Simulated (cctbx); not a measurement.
# Reading a Patterson map

Space group Fm-3m (no. 225), a = 9.3070 Å, b = 9.3070 Å, c = 9.3070 Å, α = 90.00°, β = 90.00°, γ = 90.00°, content Ag4 Cu4 Cl24 Li8.

Simulated single-crystal data (cctbx): synchrotron X-rays, λ = 0.4959 Å, to d = 0.6 Å, 80 % of the full sphere, strongest reflection 40000 counts, noise from counting, a 3 % proportional error and a noise floor of 8 counts (s.d.); no absorption.

Patterson synthesis from sharpened amplitudes, origin scaled to 1000:

```text
Patterson group F m -3 m
      u       v       w   height  length (A)
  0.000   0.000   0.000   1000.0     0.00
  0.000   0.000   0.500    849.7     4.65
  0.000   0.000   0.252    497.7     2.35
  0.000   0.250   0.250    224.0     3.29
  0.250   0.250   0.250     77.7     4.03
  0.028   0.028   0.083     43.6     0.86
  0.029   0.029   0.417     38.2     3.90
  0.052   0.052   0.052     37.2     0.84
  0.052   0.052   0.448     31.1     4.22
  0.058   0.058   0.288     25.6     2.78
  0.055   0.055   0.207     24.6     2.06
  0.000   0.038   0.343     23.4     3.21
  0.000   0.091   0.250     23.1     2.48
  0.000   0.000   0.159     21.3     1.48
```

**Question.** Which atom pairs make the peaks, and where is the heaviest atom?

A peak at u stands for all pairs with xi − xj = u, with weight Σ ZiZj against Σ Z² = 19208 at the origin. Peak heights follow these weights only roughly, since form factors, motion and series ripples differ, all vectors within 0.55 Å of a peak are counted as merged into it though the farther ones add only part of their weight, and F(000) is left out, which lowers the whole map:

| u | v | w | shortest length (Å) | height | 1000 ΣZiZj/ΣZ² | pairs in the cell |
| --- | --- | --- | --- | --- | --- | --- |
| 0.000 | 0.000 | 0.500 | 4.65 | 850 | 933 | 8 × Ag–Cu, 24 × Cl–Cl, 8 × Li–Li |
| 0.000 | 0.000 | 0.252 | 2.35 | 498 | 538 | 8 × Ag–Cl, 8 × Cu–Cl |
| 0.000 | 0.250 | 0.250 | 3.29 | 224 | 283 | 16 × Cl–Cl, 16 × Cl–Li |
| 0.250 | 0.250 | 0.250 | 4.03 | 78 | 95 | 8 × Ag–Li, 8 × Cu–Li |

The table stops at ten peaks or at a height of 45, below which ripples compete. In the model behind the data Ag, the heaviest element, has 1 independent site: (0, 0, 0), up to an allowed shift of origin. No listed peak is a Ag–Ag vector, so the position follows from the cell content and the cross vectors. The whole model:

| atom | mult. | x | y | z | Ueq (Å²) |
| --- | --- | --- | --- | --- | --- |
| Ag1 | 4 | 0 | 0 | 0 | 0.0076 |
| Cu1 | 4 | 1/2 | 0 | 0 | 0.0097 |
| Cl1 | 24 | 0 | 0 | 0.7405 | 0.0097 |
| Li1 | 8 | 1/4 | 3/4 | 3/4 | 0.0158 |

The model was made for the exercise: a known structure type with other elements put in, its volume estimated, not relaxed; displacement parameters are assumed.

[Logs are printed without paths, hosts, clocks, repeated set-up lines and the standing remarks that a program may print on its own settings, such as how far it seeks lower states.]
